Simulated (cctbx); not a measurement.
## Diagnosing a refinement

Cell a = 3.2520 Å, b = 3.2520 Å, c = 4.2920 Å, α = 90.00°, β = 90.00°, γ = 90.00°; space group P4/mmm (no. 123).

The data are simulated with cctbx, not measured: Cu Kα, λ = 1.54184 Å, to d = 0.8 Å, 50 % of the full sphere, strongest reflection 5000 counts, noise from counting, a 6 % proportional error and a noise floor of 15 counts (s.d.); no absorption.

An anisotropic refinement with weights 1/σ² prints:

```text
Rint 0.048, 41 unique reflections to 0.80 A
cycle     R1     wR2    GooF  max shift (A)
   1  0.2294  0.3972  11.670   0.00000
   2  0.2266  0.3937  11.568   0.00000
final R1 0.2266 wR2 0.3937 GooF 11.568  parameters 2  data/parameter 20.5
atom        x        y        z      Ueq    occ   su(xyz)  su(Uiso or U11)
Bi1    0.50000  0.50000  0.50000   0.0057  1.000  0.00000  0.0048
difference map: max 87.68 min -6.37 rms 5.88
Q1    0.0000  0.0000  0.0000    1   87.68  3.15 A from Bi1
Q2    0.5000  0.5000  0.5000    1   52.80  0.00 A from Bi1
Q3    0.1705  0.1705  0.2015    8    4.04  1.98 A from Bi1
Q4    0.2757  0.5000  0.2531    8    3.40  1.29 A from Bi1
Q5    0.0000  0.5000  0.2547    4    2.50  1.94 A from Bi1
Q6    0.2875  0.2875  0.3286    8    2.31  1.22 A from Bi1
```

Q: Accept it or mend it, and why?

Mend it. The fault: an atom left out, Fe at (0, 0, 0). Against the right model at the same level, R1 goes from 0.0119 to 0.2266 and GooF from 0.81 to 11.57 and the top difference peak, 87.7 e/Å³, lies 3.15 Å from Bi1. Q1 is the missing atom. With scattering power missing, scale and phases suffer, so peaks may also grow on the heavy atoms.

The compound is FeBi. The right model at the same level gives:

```text
Rint 0.048, 41 unique reflections to 0.80 A
cycle     R1     wR2    GooF  max shift (A)
   1  0.0119  0.0285   0.860   0.00000
   2  0.0119  0.0267   0.805   0.00000
final R1 0.0119 wR2 0.0267 GooF 0.805  parameters 4  data/parameter 10.2
atom        x        y        z      Ueq    occ   su(xyz)  su(Uiso or U11)
Bi1    0.50000  0.50000  0.50000   0.0085  1.000  0.00000  0.0003
Fe1    0.00000  0.00000  0.00000   0.0143  1.000  0.00000  0.0009
difference map: max 0.88 min -1.03 rms 0.23
Q1    0.0000  0.5000  0.5000    2    0.88  1.63 A from Bi1
Q2    0.0000  0.0000  0.4103    2    0.82  1.76 A from Fe1
Q3    0.1649  0.1649  0.2237    8    0.47  1.22 A from Fe1
Q4    0.3080  0.3080  0.5000    4    0.44  0.88 A from Bi1
Q5    0.0000  0.5000  0.0000    2    0.32  1.63 A from Fe1
Q6    0.5000  0.5000  0.5000    1    0.32  0.00 A from Bi1
```

The model is made up (kin elements in a known structure type, no relaxation), so it says nothing on whether the phase exists.

[Middle refinement cycles are left out of these outputs.]

[Logs are printed without paths, hosts, clocks, repeated set-up lines and the standing remarks that a program may print on its own settings, such as how far it seeks lower states.]
